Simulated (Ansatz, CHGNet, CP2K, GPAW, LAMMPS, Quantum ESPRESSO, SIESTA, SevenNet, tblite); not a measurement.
# GPAW on liquid Si0.5Ge0.5 at 2500 K (104 atoms): settings against a plane-wave reference, part 2 of 2

Aim: run liquid Si0.5Ge0.5 at 2500 K (104 atoms) in GPAW and see how near its forces come to a plane-wave reference, and at what cost.

Program: GPAW 26.7.0; the method stands at each step. Banners, paths, timers and routine set-up lines are dropped from the logs unmarked, and long logs keep their key lines alone; longer cuts are marked.

So far. Step 3 (PBE, plane waves 350 eV): The run ends at a pressure of 1.54 GPa, with forces up to 4.9 eV/Å. Step 4 (PBE, LCAO szp(dzp), h 0.2 Å): Against the first run (11 %), the force difference from the reference is 25 %, at 0.74 times the CPU time, with 936 basis functions against 1352: the smaller basis costs accuracy.

### 5. PBE, LCAO sz(dzp), h 0.2 Å

Method: Kohn-Sham DFT, PBE, PAW, atomic orbitals (sz(dzp)).

Contents of run.py:

```python
import numpy as np
from ase.io import read
from gpaw import GPAW, FermiDirac

atoms = read("structure.xyz")
atoms.calc = GPAW(
    mode="lcao",
    basis="sz(dzp)",
    h=0.2,
    xc="PBE",
    kpts={"size": (1, 1, 1), "gamma": True},
    occupations=FermiDirac(0.05),
    maxiter=200,
    symmetry={"point_group": False},
    txt="gpaw.txt",
)
energy = atoms.get_potential_energy(force_consistent=True)
forces = atoms.get_forces()
print(f"energy {energy:.6f} eV")
print("forces (eV/A)")
for i, (a, f) in enumerate(zip(atoms, forces)):
    print(f"{i:4d} {a.symbol:2s} {f[0]:10.5f} {f[1]:10.5f} {f[2]:10.5f}")
print(f"Fermi level {atoms.calc.get_fermi_level():.4f} eV")
for k in range(len(atoms.calc.get_ibz_k_points())):
    for s in range(atoms.calc.get_number_of_spins()):
        e = atoms.calc.get_eigenvalues(kpt=k, spin=s)
        n = np.searchsorted(e, atoms.calc.get_fermi_level())
        print(f"k {k} spin {s} levels about the Fermi level:", np.round(e[max(n - 6, 0):n], 4).tolist(), "|", np.round(e[n:n + 6], 4).tolist())
```

Contents of structure.xyz:

```xyz
104
Lattice="13.17580 0.00000 0.00000 0.00000 13.17580 0.00000 0.00000 0.00000 13.17580" Properties=species:S:1:pos:R:3 pbc="T T T"
[... 104 atom lines left out: the same atoms as in the first run ...]
```

Command:

```console
$ OMP_NUM_THREADS=1 python run.py > output.txt
```

What it wrote:

```text
energy -390.632719 eV
forces (eV/A)
   0 Si    0.65315   -3.05450   -1.64890
   1 Si   -2.46064    1.33962    0.77755
   2 Si    0.59424   -1.23734   -0.11313
   3 Si   -0.01852   -1.85769    1.02191
   4 Si   -2.23518    0.45403    1.80088
   5 Si    0.25806   -0.20278    0.20016
   6 Si   -0.10267   -0.42656    1.13035
   7 Si   -0.38860   -0.88002    0.52916
   8 Si    2.29483    1.75262   -0.81172
   9 Si    0.34799    0.43698    0.66182
  10 Si    0.44841    1.49693    0.20265
  11 Si    1.26940    1.86681    1.08227
[...]
99 Ge   -0.65346    2.08409   -1.71096
 100 Ge    0.37410    0.36580   -2.43113
 101 Ge   -1.81398    2.40613   -0.50927
 102 Ge   -1.91297   -3.03516    0.43660
 103 Ge    0.72900   -1.11313    3.29978
Fermi level 5.5100 eV
k 0 spin 0 levels about the Fermi level: [5.2495, 5.3134, 5.3307, 5.373, 5.441, 5.491] | [5.5268, 5.5778, 5.6434, 5.6876, 5.7905, 5.8064]
```

gpaw.txt:

```text
Input parameters:
  mode=LCAO(),
  basis={'default': 'sz(dzp)'},
  h=0.2,
  kpts=MonkhorstPack(size=(1, 1, 1), gamma=True),
  maxiter=200,
  occupations=Occupations(name='fermi-dirac', width=0.05, fixmagmom=False),
  symmetry=Symmetry(point_group=False),
  xc=XC(name='PBE')
[... lines left out ...]
  Fermi-Dirac:
[... lines left out ...]
convergence criteria:
- Maximum [total energy] change in last 3 cyles: 0.0005 eV / valence electron
[... lines left out ...]
Converged in 18 steps
[... lines left out ...]
  Free energy:    -390.632719
[... lines left out ...]
Fermi level: 5.510
[... lines left out ...]
|          0 |        -7.746 |     2.000 |
|        ... |               |           |
|        200 |         5.145 |     1.999 |
|        201 |         5.220 |     1.994 |
[...]
|        215 |         5.866 |     0.002 |
|        ... |               |           |
|        253 |         7.801 |     0.000 |
Gap: 0.036 eV
Transition (v -> c):
  (s=0, k=0, n=207, [0.00, 0.00, 0.00]) -> (s=0, k=0, n=208, [0.00, 0.00, 0.00])
No difference between direct/indirect transitions
Force computation time: 7.752  # s
timing:  # [seconds]
  Total:  100.038  # ━━━━━━━━━━━━━━━━━━━━━━━━━━━━━━━━━━━━━━━━━━━━━━━━━━━━━━━━
  Init:     9.644  # ━━━━━╸
  SCF:     82.605  # ━━━━━━━━━━━━━━━━━━━━━━━━━━━━━━━━━━━━━━━━━━━━━━
  Forces:   7.752  # ━━━━╸
```

Run time: 1.7 min. Hardware: 1 thread of Arm Neoverse V2, shared host; peak memory 1.6 GiB.

Compared with the plane-wave run:

| Property | Result |
| --- | --- |
| r.m.s. force component | 1.445 eV/Å |
| r.m.s. difference of force components | 552.2 meV/Å |
| longest difference of force vectors | 2081 meV/Å |
| force difference over r.m.s. force | 56.13 % |
| slope of forces against the reference's | 1.421 |
| correlation of force components | 0.9674 |

This is a coarse setting, run to see what it loses.

Against the first run (11 %), the force difference from the reference is 56 %, at 0.25 times the CPU time, with 416 basis functions against 1352: the smaller basis costs accuracy.

### 6. The ladder

Differences are against the plane-wave reference, forces as r.m.s. over components; share is that over the reference's r.m.s. force, slope the least-squares factor from reference forces to these. Total energies of different programs have different zeros and aren't compared.

| run | Δ force, r.m.s. (meV/Å) | share (%) | slope | Δ pressure (GPa) | cores | CPU time | memory (GiB) |
| --- | --- | --- | --- | --- | --- | --- | --- |
| reference | - | - | - | - | 4 | 36 min | 6.7 |
| GPAW PBE, LCAO dzp, h 0.2 Å | 111 | 11.3 | 1.098 | - | 1 | 6.7 min | 2.1 |
| GPAW PBE, plane waves 350 eV | 41.5 | 4.22 | 1.034 | 0.406 | 4 | 18 min | 2.6 |
| GPAW PBE, LCAO szp(dzp), h 0.2 Å (coarse) | 244 | 24.8 | 1.200 | - | 1 | 4.9 min | 2.0 |
| GPAW PBE, LCAO sz(dzp), h 0.2 Å (coarse) | 552 | 56.1 | 1.421 | - | 1 | 1.7 min | 1.6 |

Rows marked coarse were listed beforehand as settings not expected to be converged; some can still land near the reference.

CPU time is summed over cores on a shared host, where runs went side by side, so it is rough. Symmetry, cutoffs, thresholds, outputs and thread counts weren't matched or tuned between programs; memory under MPI is the largest rank's times the ranks.

### 7. Summary of results

```yaml
nearest_in_forces: GPAW PBE, plane waves 350 eV, 4.2 %
its_cpu_time: 18 min
```

In words: PBE on plane waves or a grid with other potentials, cutoffs or grids, coarse settings apart, differs from the reference by 4.2 % (GPAW PBE, plane waves 350 eV) of the r.m.s. force; this holds the reference's own error, so differences of a few per cent don't tell which side is nearer the exact PBE result. The PBE run in local orbitals, coarse settings apart, differs by 11 % (GPAW PBE, LCAO dzp, h 0.2 Å); basis, grid and potentials can all enter. Runs with settings chosen to be coarse differ by 25 % (GPAW PBE, LCAO szp(dzp), h 0.2 Å) to 56 % (GPAW PBE, LCAO sz(dzp), h 0.2 Å), their programs' other errors included. Of the electronic-structure runs that take under half the reference's CPU time, GPAW PBE, LCAO dzp, h 0.2 Å comes nearest, at 11 % in 6.7 min against 36 min. GPAW PBE, LCAO sz(dzp), h 0.2 Å stiffens the forces by a factor of 1.42 while following their directions (correlation 0.967); the slopes of the 4 GPAW runs lie between 1.03 and 1.42. The potentials hold different valence shells: 936 electrons in the reference, 416 in GPAW; this bears on time and differences. GPAW's setups keep the filled d shell of Ge in the core. The reference's pressure holds the uncorrected Pulay stress of its 45 Ry basis, so small pressure differences, and their order, may be the reference's own error. The frame stands for 2500 K, but pressures are static and levels are smeared at 580 K, under the temperature of the frame, which matters where levels are partly filled. The network of bonds at the start is that of the classical potential that made the cell, and needn't be the one that DFT or experiment would give. The electronic-structure runs sample only Γ, in a cell whose shortest periodic width is 13 Å, which is coarse for a cell with partly filled levels.

[Also dropped from logs without a mark: logging warnings of Python, and SIESTA's first energy breakdown and zero terms.]

[Logs are printed without paths, hosts, clocks, repeated set-up lines and the standing remarks that a program may print on its own settings, such as how far it seeks lower states.]

[Hosts, paths, dates, database ids (printed as entryN), source tags and the programs' standing remarks are cut or masked in the printed files.]
